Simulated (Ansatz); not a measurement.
# 1T-TiTe2 monolayer in a perpendicular field, part 3 of 4

What dipole does a perpendicular field induce in the 1T-TiTe2 monolayer? A positive field points along +c.

Ansatz 0.2.0; plane-wave DFT, PBE-D3(BJ), Ansatz PAW (set soft_1); PAW set soft_1 (the session's first sound run).

So far. Step 8 (Single point, field 0.35 V/Å): The dipole is 0.141 e·Å. Step 9 (Response, atoms held): The induced dipole is that of a conductor 6.20 Å thick.

## 10. Same geometry, cutoff 420 eV, functional LDA

This step: plane-wave DFT, LDA, Ansatz PAW (set soft_1); PAW set soft_1 (Ansatz 0.2.0).

The geometry is kept and the functional is LDA; other changes against the main runs: SCF threshold 1.0e-10 → 1.0e-09 eV, k-mesh 12×12×1 → 6×6×1 and no dispersion term, which doesn't act on the electrons.

Input file input.yaml:

```yaml
crystal:
  lattice:
    - [3.6789816525, 0.0, 0.0]
    - [-1.8394908262, 3.1860915711, 0.0]
    - [0.0, 0.0, 21.5237496024]
  atoms:
    - { symbol: Te, position: [0.6666666667, 0.3333333333, 0.418142757] }
    - { symbol: Ti, position: [0.0, 0.0, 0.5] }
    - { symbol: Te, position: [0.3333333333, 0.6666666667, 0.581857243] }
kpoints:
  mp_grid: { grid: [6, 6, 1] }
hamiltonian:
  xc: lda
  pseudopotentials: { kind: paw, azcp: { folder: soft_1 }, xc_functional: pbe }
scf:
  occupations: { method: fermi_dirac, width: 0.05 }
  convergence: { dr2_threshold: 1.0e-09 }
efield:
  axis: 3
  dipole_correction: true
  ramp_position: 0.9573
  ramp_width: 0.0855
  amplitude: 0.1
output:
  write_potential: true
  write_density: true
  volumetric_format: npy
```

Command:

```bash
ansatz run input.yaml --threads 4 --pin off --max-ram 6144MiB --backend cpu --events-out ev --progress --plain --runs-dir out
```

Numbers of over 12 decimals in the logs are rounded to 6 here.

The log of the run:

```text
[...]
Crystal: 3 atoms, lattice volume = 252.292 Å³
Basis set: ecut = 420 eV, 4931 PW (Γ)
Bands: 27, of which v1, the nominal top of the filled ones, is band 22 counted from 1 (21 counted from 0)
Symmetry: 6 space group operations
k-points: 7 of 36 (time reversal used)
[...]
SCF iter   1: F=—  HF=-16107.202806 eV  |F-HF|=—  |Δ(HF+E_count)|=         —  Δρ=1.59e-2  dr2=1.98e0  ethr=3.10e-3  p=0.040 e·Å  D=2.87e-2 V/Å  ΔV_dip=-0.62 eV  dr2_dipole=5.85e-7  V_vac-E_F(+/−)=7.24/5.96 eV  ⟨swp⟩=9.6  Hψ=1013  notcnv=0
[...]
SCF iter  10: F=-16106.742088 eV  HF=-16106.742088 eV  |F-HF|=5.28e-10  |Δ(HF+E_count)|=   8.81e-9  Δρ=4.46e-7  dr2=5.23e-10  ethr=2.27e-12  p=0.040 e·Å  D=2.88e-2 V/Å  ΔV_dip=-0.62 eV  dr2_dipole=1.97e-14  V_vac-E_F(+/−)=5.75/4.47 eV  ⟨swp⟩=2.7  Hψ=745  notcnv=0
SCF 1 converged in 10 iterations: F = -16106.742088 eV  dr2 = 5.23e-10
[...]
SCF converged after 10 iterations
Free energy (F): -16106.742088 eV
[...]
Internal energy: -16106.716782 eV  (E = F + TS)
E sigma→0 (E₀):  -16106.729435 eV
Entropy (-TS):   -0.025306 eV (-8.435 meV/atom)
Fermi energy:    -0.392856 eV
Dipole field:    D = 0.028758 V/Å  (p = 0.040096 e·Å, saw-weighted, corrected)
Work function:   not extracted (applied field tilts the vacuum); planar V_es + V_field profile in the machine report
[...]
--- Band table (eV; the first three rows and the last of 7) ---
  k-point 0: bands = [... 18 lower, -1.6338, -1.6338, 0.0903, 0.1675, 0.1675, 1.0728, 1.0728, 3.2414, ... 1 higher]
  k-point 1: bands = [... 18 lower, -1.6103, -1.4868, -1.2176, -0.3909, 0.0139, 0.9474, 1.2970, 2.1036, ... 1 higher]
  k-point 2: bands = [... 18 lower, -3.2516, -1.8012, -1.7320, -0.7657, -0.3699, 1.1110, 1.1363, 2.3521, ... 1 higher]
  k-point 6: bands = [... 18 lower, -4.0123, -3.1179, -2.2674, -2.2481, 0.8542, 0.9275, 0.9292, 2.2518, ... 1 higher]
```

It took 1.5 s on 4 threads of Arm Neoverse V2, shared host; peak memory 0.46 GiB.

This step gave:

```yaml
energy_at_zero_smearing: -16106.7294 eV
dipole_along_the_normal: 0.04010 e·Å
```

The dipole is 0.0401 e·Å.

## 11. Same geometry, cutoff 420 eV, functional LDA (run 2)

The same run in the opposite field.

input.yaml: that of step 10 with these lines changed.

```diff
@@ -22,3 +22,3 @@
   ramp_width: 0.0855
-  amplitude: 0.1
+  amplitude: -0.1
 output:
```

The log of the run:

```text
[...]
Crystal: 3 atoms, lattice volume = 252.292 Å³
Basis set: ecut = 420 eV, 4931 PW (Γ)
Bands: 27, of which v1, the nominal top of the filled ones, is band 22 counted from 1 (21 counted from 0)
Symmetry: 6 space group operations
k-points: 7 of 36 (time reversal used)
[...]
k-point 0: bands = [... 18 lower, -1.6336, -1.6336, 0.0904, 0.1677, 0.1677, 1.0729, 1.0729, 3.2415, ... 1 higher]
  k-point 1: bands = [... 18 lower, -1.6101, -1.4866, -1.2174, -0.3908, 0.0141, 0.9475, 1.2971, 2.1037, ... 1 higher]
  k-point 2: bands = [... 18 lower, -3.2515, -1.8011, -1.7319, -0.7655, -0.3698, 1.1111, 1.1364, 2.3523, ... 1 higher]
  k-point 6: bands = [... 18 lower, -4.0121, -3.1178, -2.2672, -2.2480, 0.8544, 0.9276, 0.9294, 2.2520, ... 1 higher]
[key lines of the parts left out:]
SCF converged after 10 iterations
Free energy (F): -16106.742088 eV
Fermi energy:    -0.392702 eV
Dipole field:    D = -0.028758 V/Å  (p = -0.040096 e·Å, saw-weighted, corrected)
```

It took 1.5 s on 4 threads; peak memory 0.46 GiB.

The dipole is -0.0401 e·Å.

## 12. Response at this level

This step: plane-wave DFT, LDA, Ansatz PAW (set soft_1); response to a field along the normal, atoms held; PAW set soft_1 (Ansatz 0.2.0).

The two signs of the field give the slope at this level.

Numbers from this step:

```yaml
equivalent_conductor_thickness_p_eps_0ae: 6.190 Å
```

The induced dipole is that of a conductor 6.19 Å thick.

## 13. Same geometry, cutoff 420 eV, functional PBE

This step: plane-wave DFT, PBE, Ansatz PAW (set soft_1); PAW set soft_1 (Ansatz 0.2.0).

The geometry is kept and the functional is PBE; other changes against the main runs: SCF threshold 1.0e-10 → 1.0e-09 eV, k-mesh 12×12×1 → 6×6×1 and no dispersion term, which doesn't act on the electrons.

input.yaml: that of step 11 with these lines changed.

```diff
@@ -12,4 +12,4 @@
 hamiltonian:
-  xc: lda
-  pseudopotentials: { kind: paw, azcp: { folder: soft_1 }, xc_functional: pbe }
+  xc: pbe
+  pseudopotentials: { kind: paw, azcp: { folder: soft_1 } }
 scf:
@@ -22,3 +22,3 @@
   ramp_width: 0.0855
-  amplitude: -0.1
+  amplitude: 0.1
 output:
```

The log of the run:

```text
[...]
Crystal: 3 atoms, lattice volume = 252.292 Å³
Basis set: ecut = 420 eV, 4931 PW (Γ)
Bands: 27, of which v1, the nominal top of the filled ones, is band 22 counted from 1 (21 counted from 0)
Symmetry: 6 space group operations
k-points: 7 of 36 (time reversal used)
[...]
k-point 0: bands = [... 18 lower, -1.3641, -1.3641, 0.4174, 0.4777, 0.4777, 1.3557, 1.3557, 3.5234, ... 1 higher]
  k-point 1: bands = [... 18 lower, -1.3459, -1.2098, -0.9547, -0.0954, 0.3324, 1.2750, 1.6000, 2.3915, ... 1 higher]
  k-point 2: bands = [... 18 lower, -2.9948, -1.5385, -1.4827, -0.4907, -0.0592, 1.4287, 1.4774, 2.6300, ... 1 higher]
  k-point 6: bands = [... 18 lower, -3.7559, -2.8673, -2.0216, -2.0020, 1.2023, 1.2509, 1.2527, 2.5167, ... 1 higher]
[key lines of the parts left out:]
SCF converged after 10 iterations
Free energy (F): -16461.814542 eV
Fermi energy:    -0.089931 eV
Dipole field:    D = 0.028790 V/Å  (p = 0.040140 e·Å, saw-weighted, corrected)
```

Wall time 1.5 s (4 threads); peak memory 0.47 GiB; 5.4 s of CPU time.

The dipole is 0.0401 e·Å.

## 14. Same geometry, cutoff 420 eV, functional PBE (run 2)

The same run in the opposite field.

input.yaml: that of step 13 with these lines changed.

```diff
@@ -22,3 +22,3 @@
   ramp_width: 0.0855
-  amplitude: 0.1
+  amplitude: -0.1
 output:
```

The log of the run:

```text
[...]
Crystal: 3 atoms, lattice volume = 252.292 Å³
Basis set: ecut = 420 eV, 4931 PW (Γ)
Bands: 27, of which v1, the nominal top of the filled ones, is band 22 counted from 1 (21 counted from 0)
Symmetry: 6 space group operations
k-points: 7 of 36 (time reversal used)
[...]
k-point 0: bands = [... 18 lower, -1.3639, -1.3639, 0.4175, 0.4779, 0.4779, 1.3558, 1.3558, 3.5236, ... 1 higher]
  k-point 1: bands = [... 18 lower, -1.3458, -1.2097, -0.9545, -0.0953, 0.3325, 1.2751, 1.6002, 2.3916, ... 1 higher]
  k-point 2: bands = [... 18 lower, -2.9946, -1.5383, -1.4825, -0.4905, -0.0591, 1.4289, 1.4776, 2.6302, ... 1 higher]
  k-point 6: bands = [... 18 lower, -3.7558, -2.8672, -2.0215, -2.0018, 1.2025, 1.2510, 1.2528, 2.5169, ... 1 higher]
[key lines of the parts left out:]
SCF converged after 10 iterations
Free energy (F): -16461.814542 eV
Fermi energy:    -0.089778 eV
Dipole field:    D = -0.028789 V/Å  (p = -0.040139 e·Å, saw-weighted, corrected)
```

Run time: 1.5 s. Hardware: 4 threads; peak memory 0.47 GiB; 5.3 s of CPU time.

The dipole is -0.0401 e·Å.

## 15. Response at this level

This step: plane-wave DFT, PBE, Ansatz PAW (set soft_1); response to a field along the normal, atoms held; PAW set soft_1 (Ansatz 0.2.0).

The induced dipole is that of a conductor 6.20 Å thick.

## 16. Same geometry, cutoff 500 eV, functional r2SCAN

This step: plane-wave DFT, r2SCAN, Ansatz PAW (set soft_1); PAW set soft_1 (Ansatz 0.2.0).

The geometry is kept and the functional is r2SCAN; other changes against the main runs: SCF threshold 1.0e-10 → 1.0e-09 eV, cutoff 420 → 500, k-mesh 12×12×1 → 6×6×1 and no dispersion term, which doesn't act on the electrons.

input.yaml: that of step 14 with these lines changed.

```diff
@@ -12,3 +12,3 @@
 hamiltonian:
-  xc: pbe
+  xc: r2scan
   pseudopotentials: { kind: paw, azcp: { folder: soft_1 } }
@@ -22,3 +22,3 @@
   ramp_width: 0.0855
-  amplitude: -0.1
+  amplitude: 0.1
 output:
```

The log of the run:

```text
[...]
Crystal: 3 atoms, lattice volume = 252.292 Å³
Basis set: ecut = 500 eV, 6427 PW (Γ), exchange–correlation on 108×108×640 points (64 copies of the dense FFT grid, shifted against one another)
Bands: 27, of which v1, the nominal top of the filled ones, is band 22 counted from 1 (21 counted from 0)
Symmetry: 6 space group operations
k-points: 7 of 36 (time reversal used)
[...]
k-point 0: bands = [... 18 lower, -1.6591, -1.6591, 0.4141, 0.4141, 0.4553, 1.2144, 1.2144, 3.5086, ... 1 higher]
  k-point 1: bands = [... 18 lower, -1.6566, -1.4046, -1.1856, -0.2353, 0.3290, 1.2954, 1.5423, 2.3757, ... 1 higher]
  k-point 2: bands = [... 18 lower, -3.3145, -1.8623, -1.7699, -0.7043, -0.0696, 1.4106, 1.5395, 2.5981, ... 1 higher]
  k-point 6: bands = [... 18 lower, -4.0803, -3.1894, -2.3516, -2.3300, 1.2591, 1.2611, 1.2750, 2.4393, ... 1 higher]
[key lines of the parts left out:]
SCF converged after 11 iterations
Free energy (F): -16496.533824 eV
Fermi energy:    -0.164288 eV
Dipole field:    D = 0.028440 V/Å  (p = 0.039653 e·Å, saw-weighted, corrected)
```

Wall time 4.2 s (4 threads); peak memory 0.88 GiB; 16 s of CPU time.

The dipole is 0.0397 e·Å.

## 17. Same geometry, cutoff 500 eV, functional r2SCAN (run 2)

The same run in the opposite field.

input.yaml: that of step 16 with these lines changed.

```diff
@@ -22,3 +22,3 @@
   ramp_width: 0.0855
-  amplitude: 0.1
+  amplitude: -0.1
 output:
```

The log of the run:

```text
[...]
Crystal: 3 atoms, lattice volume = 252.292 Å³
Basis set: ecut = 500 eV, 6427 PW (Γ), exchange–correlation on 108×108×640 points (64 copies of the dense FFT grid, shifted against one another)
Bands: 27, of which v1, the nominal top of the filled ones, is band 22 counted from 1 (21 counted from 0)
Symmetry: 6 space group operations
k-points: 7 of 36 (time reversal used)
[...]
k-point 0: bands = [... 18 lower, -1.6590, -1.6590, 0.4143, 0.4143, 0.4554, 1.2145, 1.2145, 3.5088, ... 1 higher]
  k-point 1: bands = [... 18 lower, -1.6565, -1.4045, -1.1854, -0.2352, 0.3292, 1.2955, 1.5425, 2.3759, ... 1 higher]
  k-point 2: bands = [... 18 lower, -3.3143, -1.8621, -1.7697, -0.7041, -0.0694, 1.4108, 1.5396, 2.5982, ... 1 higher]
  k-point 6: bands = [... 18 lower, -4.0801, -3.1893, -2.3515, -2.3298, 1.2593, 1.2612, 1.2751, 2.4395, ... 1 higher]
[key lines of the parts left out:]
SCF converged after 11 iterations
Free energy (F): -16496.533824 eV
Fermi energy:    -0.164134 eV
Dipole field:    D = -0.028440 V/Å  (p = -0.039653 e·Å, saw-weighted, corrected)
```

Run time: 4.2 s. Hardware: 4 threads; peak memory 0.87 GiB.

The dipole is -0.0397 e·Å.

## 18. Response at this level

This step: plane-wave DFT, r2SCAN, Ansatz PAW (set soft_1); response to a field along the normal, atoms held; PAW set soft_1 (Ansatz 0.2.0).

The induced dipole is that of a conductor 6.12 Å thick.

## 19. Same geometry, cutoff 420 eV, functional HSE06

This step: plane-wave DFT, HSE06, Ansatz PAW (set soft_1); PAW set soft_1 (Ansatz 0.2.0).

The geometry is kept and the functional is HSE06; other changes against the main runs: SCF threshold 1.0e-10 → 1.0e-09 eV, k-mesh 12×12×1 → 6×6×1 and no dispersion term, which doesn't act on the electrons.

input.yaml: that of step 17 with these lines changed.

```diff
@@ -12,3 +12,3 @@
 hamiltonian:
-  xc: r2scan
+  xc: hse06
   pseudopotentials: { kind: paw, azcp: { folder: soft_1 } }
@@ -22,3 +22,3 @@
   ramp_width: 0.0855
-  amplitude: -0.1
+  amplitude: 0.1
 output:
```

The log of the run:

```text
[...]
Crystal: 3 atoms, lattice volume = 252.292 Å³
Basis set: ecut = 420 eV, 4931 PW (Γ)
Bands: 27, of which v1, the nominal top of the filled ones, is band 22 counted from 1 (21 counted from 0)
Symmetry: 6 space group operations
k-points: 7 of 36 (time reversal used)
[...]
k-point 0: bands = [... 18 lower, -1.9883, -1.9883, 0.6505, 0.6505, 0.8278, 1.2666]
  k-point 1: bands = [... 18 lower, -1.9919, -1.6207, -1.3974, -0.2515, 0.6189, 1.6823]
  k-point 2: bands = [... 18 lower, -3.7201, -2.2168, -2.0499, -0.8522, 0.1348, 1.8809]
  k-point 6: bands = [... 18 lower, -4.5630, -3.5872, -2.7142, -2.6918, 1.7066, 1.7105]
  guard bands above this table: 3 of the run's 27 bands. The solve was not asked for them (output.publish_guard_bands: true or output.eigenvalues: true publishes all)
[key lines of the parts left out:]
Free energy (F): -16470.268011 eV
Fermi energy:    -0.045903 eV
Dipole field:    D = 0.028392 V/Å  (p = 0.039586 e·Å, saw-weighted, corrected)
```

Elapsed: 23 s, on 4 threads; peak memory 3 GiB.

The dipole is 0.0396 e·Å.

## 20. Same geometry, cutoff 420 eV, functional HSE06 (run 2)

The same run in the opposite field.

input.yaml: that of step 19 with these lines changed.

```diff
@@ -22,3 +22,3 @@
   ramp_width: 0.0855
-  amplitude: 0.1
+  amplitude: -0.1
 output:
```

The log of the run:

```text
[...]
Crystal: 3 atoms, lattice volume = 252.292 Å³
Basis set: ecut = 420 eV, 4931 PW (Γ)
Bands: 27, of which v1, the nominal top of the filled ones, is band 22 counted from 1 (21 counted from 0)
Symmetry: 6 space group operations
k-points: 7 of 36 (time reversal used)
[...]
--- Band table (eV; the first three rows and the last of 7) ---
  k-point 0: bands = [... 18 lower, -1.9882, -1.9882, 0.6507, 0.6507, 0.8280, 1.2668]
  k-point 1: bands = [... 18 lower, -1.9917, -1.6205, -1.3973, -0.2513, 0.6191, 1.6825]
  k-point 2: bands = [... 18 lower, -3.7199, -2.2166, -2.0497, -0.8520, 0.1350, 1.8811]
  k-point 6: bands = [... 18 lower, -4.5629, -3.5870, -2.7140, -2.6916, 1.7068, 1.7107]
[...]
[key lines of the parts left out:]
Free energy (F): -16470.268011 eV
Fermi energy:    -0.045725 eV
Dipole field:    D = -0.028390 V/Å  (p = -0.039583 e·Å, saw-weighted, corrected)
```

The job ended after 24 s (4 threads; peak memory 3 GiB; 89 s of CPU time).

The dipole is -0.0396 e·Å.

## 21. The series together

Times are for 4 threads of Arm Neoverse V2, shared host. The series side by side:

| no. | functional | field | dipole along the normal (e·Å) | time | memory (GiB) |
| --- | --- | --- | --- | --- | --- |
| 1 | lda | 0.1 V/Å | 0.04010 | 1.5 s | 0.46 |
| 2 | lda | -0.1 V/Å | -0.04010 | 1.5 s | 0.46 |
| 3 | pbe | 0.1 V/Å | 0.04014 | 1.5 s | 0.47 |
| 4 | pbe | -0.1 V/Å | -0.04014 | 1.5 s | 0.47 |
| 5 | r2scan | 0.1 V/Å | 0.03965 | 4.2 s | 0.88 |
| 6 | r2scan | -0.1 V/Å | -0.03965 | 4.2 s | 0.87 |
| 7 | hse06 | 0.1 V/Å | 0.03959 | 23 s | 3.0 |
| 8 | hse06 | -0.1 V/Å | -0.03958 | 24 s | 3.0 |

## 22. Response at this level

This step: plane-wave DFT, HSE06, Ansatz PAW (set soft_1); response to a field along the normal, atoms held; PAW set soft_1 (Ansatz 0.2.0).

The induced dipole is that of a conductor 6.11 Å thick.

[end of part 3 of 4]

[Logs are printed without paths, hosts, clocks, repeated set-up lines and the standing remarks that a program may print on its own settings, such as how far it seeks lower states.]

[Hosts, paths, dates, database ids (printed as entryN), source tags and the programs' standing remarks are cut or masked in the printed files.]

[Maps of the electrostatic potential energy from Ansatz leave out the sawtooth potential of an applied field or a dipole correction, so their vacuum need not be flat; planar profiles and work functions include it.]
